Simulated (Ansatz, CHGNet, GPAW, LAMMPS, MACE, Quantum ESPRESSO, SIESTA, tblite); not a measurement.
# GPAW on glassy 61Al2O3-39P2O5 (mol %) (104 atoms): settings against a plane-wave reference, part 2 of 2

How do the settings of GPAW change the result for glassy 61Al2O3-39P2O5 (mol %) (104 atoms)? A plane-wave run serves as the yardstick.

Program: GPAW 26.7.0; the method stands at each step. Banners, paths, timers and routine set-up lines are dropped from the logs unmarked, and long logs keep their key lines alone; longer cuts are marked.

So far. Step 3 (PBE, LCAO szp(dzp), h 0.18 Å): Against the first run (40 %), the force difference from the reference is 53 %, at 0.67 times the CPU time (on 1 against 2 cores), with 936 basis functions against 1352: the smaller basis costs accuracy. Step 4 (LDA, LCAO dzp, h 0.18 Å): Against the first run (40 %), the force difference from the reference is 28 %, at 0.98 times the CPU time; another functional landing nearer a PBE reference means that errors partly cancel.

## 5. PBE, LCAO dzp, h 0.25 Å

Method: Kohn-Sham DFT, PBE, PAW, atomic orbitals (dzp).

File run.py:

```python
import numpy as np
from ase.io import read
from gpaw import GPAW, FermiDirac

atoms = read("structure.xyz")
atoms.calc = GPAW(
    mode="lcao",
    basis="dzp",
    h=0.25,
    xc="PBE",
    kpts={"size": (1, 1, 1), "gamma": True},
    occupations=FermiDirac(0.05),
    maxiter=200,
    symmetry={"point_group": False},
    txt="gpaw.txt",
)
energy = atoms.get_potential_energy(force_consistent=True)
forces = atoms.get_forces()
print(f"energy {energy:.6f} eV")
print("forces (eV/A)")
for i, (a, f) in enumerate(zip(atoms, forces)):
    print(f"{i:4d} {a.symbol:2s} {f[0]:10.5f} {f[1]:10.5f} {f[2]:10.5f}")
print(f"Fermi level {atoms.calc.get_fermi_level():.4f} eV")
for k in range(len(atoms.calc.get_ibz_k_points())):
    for s in range(atoms.calc.get_number_of_spins()):
        e = atoms.calc.get_eigenvalues(kpt=k, spin=s)
        n = np.searchsorted(e, atoms.calc.get_fermi_level())
        print(f"k {k} spin {s} levels about the Fermi level:", np.round(e[max(n - 6, 0):n], 4).tolist(), "|", np.round(e[n:n + 6], 4).tolist())
```

File structure.xyz:

```xyz
104
Lattice="10.92802 0.00000 0.00000 0.00000 10.92802 0.00000 0.00000 0.00000 10.92802" Properties=species:S:1:pos:R:3 pbc="T T T"
[... 104 atom lines left out: the same atoms as in the first run ...]
```

Launch:

```console
$ OMP_NUM_THREADS=1 python run.py > output.txt
```

The program printed:

```text
energy -656.117629 eV
forces (eV/A)
   0 Al    0.16918    0.00547   -1.16861
   1 Al    2.74577    0.04576    4.18702
   2 Al    2.17471    0.09722   -1.67827
   3 Al    1.13951   -0.75004    1.14309
   4 Al   -0.32361    0.35547    0.10036
   5 Al   -0.05431    1.35611   -0.34790
   6 Al   -1.39678    0.96246    1.35628
   7 Al    0.30970    0.97681   -1.31048
   8 Al   -0.06557   -1.79855    0.07982
   9 Al   -0.41526    1.35193   -0.37278
  10 Al   -0.83635    0.09232   -1.55334
  11 Al   -0.97167    0.87453    0.59047
  12 Al   -0.33487    0.60704   -0.45285
  13 Al   -1.59309   -0.72975    0.81203
  14 Al   -0.39453    0.43169    1.32308
  15 Al    0.47806    0.40850   -0.13618
  16 Al   -2.66958    1.88146    2.06472
  17 Al    0.37167    1.64878   -0.73705
  18 Al   -1.28174   -0.92205    0.47023
  19 Al   -1.29969    0.47112    0.48619
  20 Al   -0.40114   -1.12343   -2.08882
  21 Al   -0.69897    0.40154   -2.67864
  22 P    -2.41203   -0.55980    0.42239
  23 P     0.52564    0.30897    0.14767
[...]
96 O     0.80532   -2.14294   -1.47482
  97 O    -0.34852   -0.75418    0.59557
  98 O    -1.78344    0.31146    1.03193
  99 O     1.06064   -1.92028    1.46470
 100 O     4.06827    1.66538   -2.60155
 101 O    -0.74097   -2.47000   -4.64232
 102 O     0.20411    1.72785    1.73233
 103 O     1.49887    1.74658    0.85824
Fermi level 4.9112 eV
k 0 spin 0 levels about the Fermi level: [2.935, 3.0021, 3.0302, 3.1278, 3.2046, 3.3704] | [6.554, 7.7386, 7.8369, 8.0838, 8.1854, 8.3997]
```

gpaw.txt:

```text
Input parameters:
  mode=LCAO(),
  basis={'default': 'dzp'},
  h=0.25,
  kpts=MonkhorstPack(size=(1, 1, 1), gamma=True),
  maxiter=200,
  occupations=Occupations(name='fermi-dirac', width=0.05, fixmagmom=False),
  symmetry=Symmetry(point_group=False),
  xc=XC(name='PBE')
Unit cell  # Å
| periodic |         x |         y |         z |   lengths |    angles |
[... lines left out ...]
  Fermi-Dirac:
[... lines left out ...]
convergence criteria:
- Maximum [total energy] change in last 3 cyles: 0.0005 eV / valence electron
[... lines left out ...]
Converged in 9 steps
[... lines left out ...]
  Free energy:    -656.117629
  Extrapolated:   -656.117629
dipole moment: (-56.402492, -76.339258, 107.746410)  # |e|*Ang
Fermi level: 4.911
Eigenvalues  # (at kpt = [0.000, 0.000, 0.000])
| band index |      eig [eV] | occ [0-2] |
|------------|---------------|-----------|
|          0 |       -20.409 |     2.000 |
|        ... |               |           |
|        264 |         2.672 |     2.000 |
|        265 |         2.828 |     2.000 |
[...]
|        279 |         8.506 |     0.000 |
|        ... |               |           |
|        330 |        11.752 |     0.000 |
Gap: 3.184 eV
Transition (v -> c):
  (s=0, k=0, n=271, [0.00, 0.00, 0.00]) -> (s=0, k=0, n=272, [0.00, 0.00, 0.00])
No difference between direct/indirect transitions
Force computation time: 15.021  # s
timing:  # [seconds]
  Total:  82.536  # ━━━━━━━━━━━━━━━━━━━━━━━━━━━━━━━━━━━━━━━━━━━━━━━━━━━━━━━━━
  Init:    7.194  # ━━━━━
  SCF:    60.292  # ━━━━━━━━━━━━━━━━━━━━━━━━━━━━━━━━━━━━━━━━━╸
  Forces: 15.021  # ━━━━━━━━━━╸
```

The job ended after 84 s (1 thread of Arm Neoverse V2, shared host; peak memory 0.82 GiB).

Against the reference:

```yaml
r_m_s_force_component: 1.402 eV/Å
r_m_s_difference_of_force_components: 578.7 meV/Å
longest_difference_of_force_vectors: 2044 meV/Å
force_difference_over_r_m_s_force: 51.51 %
slope_of_forces_against_the_reference_s: 1.146
correlation_of_force_components: 0.9183
spacing_of_highest_filled_and_lowest_empty_level: 3.184 eV
gap_difference: -0.1572 eV
energy_less_the_same_level_run_s: 350.7 meV/atom
r_m_s_force_difference_from_the_same_level_run: 406.7 meV/Å
```

This is a coarse setting, run to see what it loses.

Against the first run (40 %), the force difference from the reference is 52 %, at 0.46 times the CPU time (on 1 against 2 cores): the grid matters here.

The difference per atom is largest on O (1.1 eV/Å on average, against 0.30 on Al). The forces add up to 1.2 eV/Å instead of zero, usually a sign of too coarse a grid.

## 6. All runs compared

Differences are against the plane-wave reference, forces as r.m.s. over components; share is that over the reference's r.m.s. force, slope the least-squares factor from reference forces to these. Total energies of different programs have different zeros and aren't compared.

```csv
run,"Δ force, r.m.s. (meV/Å)",share (%),slope,Δ gap (eV),cores,CPU time,memory (GiB)
reference,-,-,-,-,4,67 s,1.6
"GPAW PBE, LCAO dzp, h 0.18 Å",452,40.2,1.175,-0.148,2,3 min,2.0
"GPAW PBE, LCAO szp(dzp), h 0.18 Å (coarse)",594,52.9,1.238,-0.243,1,2 min,1.6
"GPAW LDA, LCAO dzp, h 0.18 Å",310,27.6,1.110,-0.230,2,2.9 min,2.0
"GPAW PBE, LCAO dzp, h 0.25 Å (coarse)",579,51.5,1.146,-0.157,1,84 s,0.82
```

Rows marked coarse were listed beforehand as settings not expected to be converged; some can still land near the reference.

CPU time is summed over cores on a shared host, where runs went side by side, so it is rough. Symmetry, cutoffs, thresholds, outputs and thread counts weren't matched or tuned between programs; memory under MPI is the largest rank's times the ranks.

Within one program, basis, potentials and functional, energies share a zero. Each run against its twin at the usual cutoff or grid and solver:

```csv
run,twin,Δ energy (meV/atom),"Δ force, r.m.s. (meV/Å)",CPU time over the twin's
"GPAW PBE, LCAO dzp, h 0.25 Å","LCAO dzp, h 0.18 Å",351,407,0.47 (this twin ran on 2 cores)
```

## 7. Results

- nearest in forces: GPAW LDA, LCAO dzp, h 0.18 Å, 28 %
- its CPU time: 2.9 min

**Reading.** The PBE run in local orbitals, coarse settings apart, differs by 40 % (GPAW PBE, LCAO dzp, h 0.18 Å); basis, grid and potentials can all enter, and differences of this size make the forces unusable. Rows with another functional or a dispersion term differ by 28 % (GPAW LDA, LCAO dzp, h 0.18 Å), which mixes the change of model with differences of basis and potentials. Runs with settings chosen to be coarse differ by 52 % (GPAW PBE, LCAO dzp, h 0.25 Å) to 53 % (GPAW PBE, LCAO szp(dzp), h 0.18 Å), their programs' other errors included. None of the electronic-structure runs in the table takes under half the reference's CPU time of 67 s; they take 1.2 to 2.7 times as much. At the same functional, gaps differ from the reference's 3.34 eV by between -0.24 and -0.15 eV. The quench rate of 50 K/ps is many orders above laboratory rates, so the cell is likely richer in defects and strain than a real sample. The network of bonds at the start is that of the classical potential that made the cell, and needn't be the one that DFT or experiment would give. The reference's stress is far from hydrostatic: its diagonal is 1.7, 7.8, 4.9 GPa, compression counted positive. The electronic-structure runs sample only Γ, in a cell whose shortest periodic width is 11 Å.

[Also dropped from logs without a mark: logging warnings of Python, and SIESTA's first energy breakdown and zero terms.]

[Logs are printed without paths, hosts, clocks, repeated set-up lines and the standing remarks that a program may print on its own settings, such as how far it seeks lower states.]

[Hosts, paths, dates, database ids (printed as entryN), source tags and the programs' standing remarks are cut or masked in the printed files.]
